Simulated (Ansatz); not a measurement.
**Be2Ge (model cell, started as antifluorite): following an unstable mode**

Wanted: the energy along a soft mode of Be2Ge (model cell, started as antifluorite) and the structure at the end.

Program: Ansatz 0.2.0. Level of theory: DFT PBEsol, scalar-relativistic, plane waves, PAW. Results are calculated unless marked as measured.

Report form: the programs' logs are mostly left out.

The structure was built from a prototype and need not be the compound's stable phase.

## 1. The starting structure

Symmetry: Fm-3m, No. 225, cubic system. The conventional cell has a = 5.332 Å, b = 5.332 Å, c = 5.332 Å, α = 90.00°, β = 90.00°, γ = 90.00°. Nearest to Ge lie 8 Be at 2.31 Å. Be has 4 Ge at 2.31 Å nearest. Farther neighbours are not listed.

## 2. Phonons on a q mesh

The cell comes from relaxations at this level that are not shown. Stability and thermal properties need the whole zone. Linear response on a 4×4×4 q mesh gives force constants as far as a supercell of that size would.

File input.yaml:

```yaml
crystal:
  lattice:
    - [0.0, 2.6658020919, 2.6658020919]
    - [2.6658020919, 0.0, 2.6658020919]
    - [2.6658020919, 2.6658020919, 0.0]
  atoms:
    - { symbol: Ge, position: [0.0, 0.0, 0.0] }
    - { symbol: Be, position: [0.25, 0.25, 0.25] }
    - { symbol: Be, position: [0.75, 0.75, 0.75] }
kpoints:
  mp_grid: { grid: [12, 12, 12] }
hamiltonian:
  xc: pbesol
scf:
  occupations: { method: methfessel_paxton, width: 0.15 }
output:
  eigenvalues: true
phonons:
  method: dfpt
  qmesh: [4, 4, 4]
  temperatures: { t_max: 1000, t_step: 50 }
  qpath:
    path:
      - [[0.0, 0.0, 0.0], [0.5, 0.0, 0.5], [0.625, 0.25, 0.625]]
      - [[0.375, 0.375, 0.75], [0.0, 0.0, 0.0], [0.5, 0.5, 0.5], [0.5, 0.25, 0.75], [0.5, 0.0, 0.5]]
    npoints: 10
```

The run is started by

```bash
> ansatz run input.yaml --threads 4 --pin off --max-ram 7168MiB --backend cpu --events-out ev --progress --plain --runs-dir out
```

Wall time 5.3 min (4 threads of Intel Xeon 6975P-C (Granite Rapids), shared host); peak memory 2.2 GiB; 13 min of CPU time.

This step gave:

```yaml
volume_per_atom: 12.63 Å³
gap_on_the_k_mesh: 0 eV
sum_rule_residual_before_enforcement: 1.33e-6 eV/Å²
lowest_frequency_on_the_path: -74.47 cm⁻¹
point_group: m-3m
highest_frequency_on_the_path_or_at_a_solved_wavevector: 533 cm⁻¹
highest_optical_mode_at_the_zone_centre_no_lo_to_term: 389.6 cm⁻¹
lowest_optical_zone_centre_mode: 378.6 cm⁻¹
lowest_mode_on_the_q_mesh_acoustic_modes_at_gamma_apart: -74.47 cm⁻¹
```

Frequencies (cm⁻¹) solved at each irreducible wavevector; negative means imaginary. Frequencies by wavevector, by row:

```csv
q in reciprocal lattice units,star,mode 1,mode 2,mode 3,mode 4,mode 5,mode 6,mode 7,mode 8,mode 9
0 0 0,1,0,0,0,378.6,378.6,378.6,389.6,389.6,389.6
0 0 0.25,8,52.5,52.5,166.6,362.9,362.9,382.8,406.5,406.5,499.6
0 0 -0.5,4,-44.9,-44.9,203.5,390.3,390.3,409,409,429.8,533
0 0.25 0.25,6,77.5,77.5,168.1,341.4,341.4,414.8,417,417,490.1
0 0.25 -0.5,24,41.6,150.9,181.6,361.1,384.6,408.2,417.9,439.7,475.4
0 0.25 -0.25,12,83.7,154.2,169.9,348.4,390,407.2,420.1,441.5,450.9
0 -0.5 -0.5,3,-74.5,-74.5,221.2,358.6,358.6,416.1,416.1,423.3,531.7
0.25 -0.5 -0.25,6,143.9,163.7,163.7,394.7,397.7,401.6,401.6,411.8,463.2
```

Interpolated from a 4×4×4 q mesh. The phonon branches at the labelled points (cm⁻¹):

```csv
point,branch 1,branch 2,branch 3,branch 4,branch 5,branch 6,branch 7,branch 8,branch 9
Γ,0,0,0,379,379,379,390,390,390
halfway,78,78,168,341,341,415,417,417,490
X,-74,-74,221,359,359,416,416,423,532
halfway,-60,62,214,361,374,409,417,422,515
U,32,151,199,363,396,402,417,419,482
jump to K,32,151,199,363,396,402,417,419,482
halfway,78,126,153,347,374,384,415,449,464
Γ,0,0,0,379,379,379,390,390,390
halfway,53,53,167,363,363,383,406,406,500
L,-45,-45,204,390,390,409,409,430,533
halfway,82,132,192,366,388,417,422,444,458
W,144,164,164,395,398,402,402,412,463
halfway,74,76,207,375,376,407,414,420,500
X,-74,-74,221,359,359,416,416,423,532
```

Symmetry leaves 8 wavevectors to solve. The lowest mode among them, the acoustic zeros apart, lies at q = (0, -0.5, -0.5) and is imaginary, 74.5i cm⁻¹, so the energy falls along it.

## 3. The mode frozen in, largest atomic shift 0 Å

The mode followed lies at q = (0, -0.5, -0.5) with frequency 74.5i cm⁻¹ and is 2-fold degenerate, the softest among the wavevectors solved. At small amplitude the distorted cell has space group no. 11 by a symmetry search on the positions. The undistorted cell that holds it gives the zero of energy on the same k mesh.

System of this step: Be2Ge (model cell, started as antifluorite). The structure is cubic, space group Fm-3m (No. 225). The conventional cell has a = 5.332 Å, b = 5.332 Å, c = 5.332 Å, α = 90.00°, β = 90.00°, γ = 90.00°. Nearest to Ge lie 8 Be at 2.31 Å. Be has 4 Ge at 2.31 Å nearest. Farther neighbours are not listed.

File input.yaml:

```yaml
crystal:
  lattice:
    - [0.0, -2.6658020919, -2.6658020919]
    - [0.0, 2.6658020919, -2.6658020919]
    - [5.3316041838, 0.0, 0.0]
  atoms:
    - { symbol: Ge, position: [0.5, 0.5, 0.5] }
    - { symbol: Ge, position: [0.0, 0.0, 0.0] }
    - { symbol: Be, position: [0.0, 0.5, 0.75] }
    - { symbol: Be, position: [0.5, 0.0, 0.25] }
    - { symbol: Be, position: [0.0, 0.5, 0.25] }
    - { symbol: Be, position: [0.5, 0.0, 0.75] }
kpoints:
  mp_grid: { grid: [8, 8, 6] }
hamiltonian:
  xc: pbesol
scf:
  occupations: { method: methfessel_paxton, width: 0.15 }
output:
  forces: true
  stress: true
  eigenvalues: true
```

Run time: 2.2 s. Hardware: 4 threads; peak memory 0.45 GiB; 6.8 s of CPU time.

Numbers from this step:

```
pressure                         : -0.003659 GPa
energy from the undistorted cell : 0 meV/atom
```

The run ends at a pressure of 0.00 GPa.

## 4. The mode frozen in, largest atomic shift 0.14 Å

The atoms are moved along the unstable eigenvector, the largest shift by 0.14 Å, with the cell fixed.

input.yaml, the sections that differ from step 3:

```yaml
crystal:
  lattice:
    - [0.0, -2.6658020919, -2.6658020919]
    - [0.0, 2.6658020919, -2.6658020919]
    - [5.3316041838, 0.0, 0.0]
  atoms:
    - { symbol: Ge, position: [0.5295557663, 0.4835462793, 0.5] }
    - { symbol: Ge, position: [-0.0295557663, 0.0164537207, 0.0] }
    - { symbol: Be, position: [0.0324461696, 0.5180628107, 0.75] }
    - { symbol: Be, position: [0.4675538304, -0.0180628107, 0.25] }
    - { symbol: Be, position: [0.0324461696, 0.5180628107, 0.25] }
    - { symbol: Be, position: [0.4675538304, -0.0180628107, 0.75] }
# kpoints, hamiltonian, scf, output: as in step 3
```

It took 4.2 s on 4 threads; peak memory 0.55 GiB.

Numbers from this step:

| Quantity | Value |
| --- | --- |
| pressure | -0.1846 GPa |
| energy from the undistorted cell | -1.963 meV/atom |

The energy, extrapolated to zero smearing, is -1.96 meV/atom against the undistorted cell.

The run ends at a pressure of -0.18 GPa, with forces up to 0.066 eV/Å.

## 5. Energy along the mode, all amplitudes (two of the runs are shown above)

An imaginary frequency means negative curvature, so the energy should fall and then rise again as anharmonic terms take over.

Numbers from this step:

* depth at the lowest point sampled: 1.963 meV/atom
* largest atomic shift at that point: 0.14 Å

Table of energy from the parent by largest atomic shift:

```csv
largest atomic shift (Å),energy from the parent (meV/atom)
0.0000,0
0.0400,-0.446
0.0800,-1.47
0.1400,-1.96
0.2200,5.49
```

Displacement at unit largest shift by atom:

```csv
atom,x (Å),y (Å),z (Å),size
Ge1,0.00,-0.88,-0.25,0.91
Ge2,0.00,0.88,0.25,0.91
Be3,0.00,-0.27,-0.96,1.00
Be4,0.00,0.27,0.96,1.00
Be5,0.00,-0.27,-0.96,1.00
Be6,0.00,0.27,0.96,1.00
```

The lowest of the steps tried is at 0.14 Å, 1.96 meV/atom below the parent; the bottom of the well need not coincide with a step.

## 6. Relaxation from the frozen mode

Starting from the lowest point found, all atoms and the cell are let go, so that strain and other modes of the same symmetry can join in.

Changes to input.yaml since step 4:

```diff
@@ -22 +22,6 @@
   eigenvalues: true
+relax:
+  adjacent_minimum: "off"
+  f_tol: 0.002
+  max_steps: 120
+  cell: { stress_tol: 0.03 }
```

Run time: 56 s. Hardware: 4 threads; peak memory 0.58 GiB.

Relaxation path:

```csv
step,energy less that of the first step (eV),largest force component (eV/Å),pressure (GPa),volume (Å³)
1,0.0000,0.0651,-0.18,75.78
2,-0.0137,0.0579,-0.04,75.55
3,-0.0160,0.0280,0.03,75.44
4,-0.0182,0.0317,0.04,75.33
5,-0.0210,0.0304,-0.02,75.23
6,0.0060,0.1839,-0.58,74.75
7,-0.0322,0.0494,-0.06,75.11
8,0.0091,0.2783,-0.01,74.72
9,-0.0337,0.0159,0.00,74.95
10,-0.0344,0.0049,0.05,74.95
11,-0.0345,0.0016,-0.01,74.97
12,-0.0345,0.0004,0.00,74.97
13*,-0.0345,0.0003,0.00,74.97
```

Relaxation steps marked * repeat the geometry before them on a plane-wave basis chosen anew for their cell, so energy and pressure can jump there. Relaxation steps 6, 8 were tried and not accepted.

Forces are held to the 4 operations that the run works with; a distortion that breaks them can't arise in this run.

```csv
cell as run,before,after,change
a (Å),3.770,3.892,+3.2 %
b (Å),3.770,3.773,+0.1 %
c (Å),5.332,5.105,-4.2 %
volume (Å³/atom),12.63,12.49,-1.1 %
```

The atoms that moved most (Å, as changes of fractional coordinates times the final cell):

```csv
atom,dx,dy,dz,length
Be4,-0.003,0.128,0.032,0.132
Be5,0.003,-0.128,-0.032,0.132
Be3,-0.003,-0.128,-0.032,0.132
Be6,0.003,0.128,0.032,0.132
Ge1,0.000,-0.029,-0.117,0.121
Ge2,0.000,0.029,0.117,0.121
```

Numbers from this step:

| Property | Result |
| --- | --- |
| pressure | 0.003928 GPa |
| volume per atom | 12.49 Å³ |

The distorted start has space group P2_1/m; the relaxation ends in Pmmn.

## 7. Modes of the new phase, k-mesh 8×8×6

A relaxed structure may still be a saddle point, so its zone-centre modes are computed. No field response is asked, since the mesh shows no gap.

File input.yaml:

```yaml
crystal:
  lattice:
    - [0.0, -2.7519141063, -2.7518448478]
    - [0.0, 2.6681818396, -2.6681125812]
    - [5.1051543267, 0.0, 0.0]
  atoms:
    - { symbol: Ge, position: [0.5561234363, 0.5000150115, 0.5] }
    - { symbol: Ge, position: [-0.0561234363, -1.50115e-05, 0.0] }
    - { symbol: Be, position: [0.061572526, 0.4999908484, 0.749386228] }
    - { symbol: Be, position: [0.438427474, 9.1516e-06, 0.249386228] }
    - { symbol: Be, position: [0.061572526, 0.4999908484, 0.250613772] }
    - { symbol: Be, position: [0.438427474, 9.1516e-06, 0.750613772] }
kpoints:
  mp_grid: { grid: [8, 8, 6] }
hamiltonian:
  xc: pbesol
scf:
  occupations: { method: methfessel_paxton, width: 0.15 }
output:
  eigenvalues: true
phonons:
  method: dfpt
```

Wall time 67 s (4 threads); peak memory 1.5 GiB.

Numbers from this step:

| Item | Value |
| --- | --- |
| sum-rule residual before enforcement | 7.95e-5 eV/Å² |
| point group | 2/m |
| highest optical mode at the zone centre (no LO-TO term) | 550.1 cm⁻¹ |
| lowest optical zone-centre mode | 103.7 cm⁻¹ |

Patterns of degenerate modes are one choice out of their space. The modes at Γ (shares of kinetic energy by element, %):

```csv
mode,frequency (cm⁻¹),symmetry,Ge %,Be %
1,0.0,acoustic,80,20
2,0.0,acoustic,80,20
3,0.0,acoustic,80,20
4,103.7,Ag,88,12
5,130.4,Ag,84,16
6,194.4,Bg,97,3
7,324.9,Au,8,92
8,348.8,Au,0,100
9,358.8,Bg,2,98
10,377.2,Bu,20,80
11,388.0,Bu,16,84
12,417.2,not assigned,12,88
13,418.1,not assigned,4,96
14,447.3,Bg,0,100
15,454.9,Ag,12,88
16,458.4,Bg,1,99
17,472.3,Ag,12,88
18,550.1,Bu,4,96
```

Displacements in mode 4 (103.7 cm⁻¹), the largest set to 1:
```
Ge1  0.00  1.00 -1.00
Ge2  0.00 -1.00  1.00
Be3  0.00 -0.73  0.73
Be4  0.00  0.73 -0.73
Be5  0.00 -0.73  0.73
Be6  0.00  0.73 -0.73
```

Displacements in mode 17 (472.3 cm⁻¹), the largest set to 1:
```
Ge1  0.00 -0.18  0.18
Ge2  0.00  0.18 -0.18
Be3  0.00 -1.00  1.00
Be4  0.00  1.00 -1.00
Be5  0.00 -1.00  1.00
Be6  0.00  1.00 -1.00
```

Before it was imposed, the acoustic sum rule was missed by 8.0e-5 eV/Å². Small misses are needed for a sound result but don't prove that mesh and cutoff are converged. The lowest optical mode is real, 104 cm⁻¹.

## 8. Outcome

* unstable mode of the parent: q = (0, -0.5, -0.5), 74i cm⁻¹
* depth at the lowest point sampled: 1.96 meV/atom
* largest atomic shift at that point: 0.14 Å
* space group reached (within 0.01 Å): Pmmn
* energy gained over the parent (first relaxation, on the mesh of the frozen mode): 7.70 meV/atom
* volume per atom, phase reached: 12.5 Å³
* lowest optical zone-centre mode, phase reached: 104 cm⁻¹
* highest optical mode at the zone centre (no LO-TO term), phase reached: 550 cm⁻¹

What this shows: Along this mode the structure falls into Pmmn, 7.70 meV/atom below the parent. At the parent's cell the well is 1.963 meV/atom deep on the steps tried, with its lowest point at a shift of 0.14 Å. Relaxing atoms and cell changes the gain by +5.74 meV/atom against the lowest step (energies at zero smearing). Most of the total comes from this relaxation. The new phase has no imaginary mode at the zone centre of its cell; other wavevectors were not checked. Of the 5 patterns followed to their end from this parent, this one reaches the lowest energy. Each path keeps the symmetry of its pattern, so a lower phase may lie along a pattern not tried. With no gap, or one that is small against the smearing, the frequencies hang on the k mesh and the smearing, most of all near Kohn anomalies. The starting cell was built on a prototype and not taken from a measurement, so the phase need not exist.

[Logs are printed without paths, hosts, clocks, repeated set-up lines and the standing remarks that a program may print on its own settings, such as how far it seeks lower states.]

[Hosts, paths, dates, database ids (printed as entryN), source tags and the programs' standing remarks are cut or masked in the printed files.]
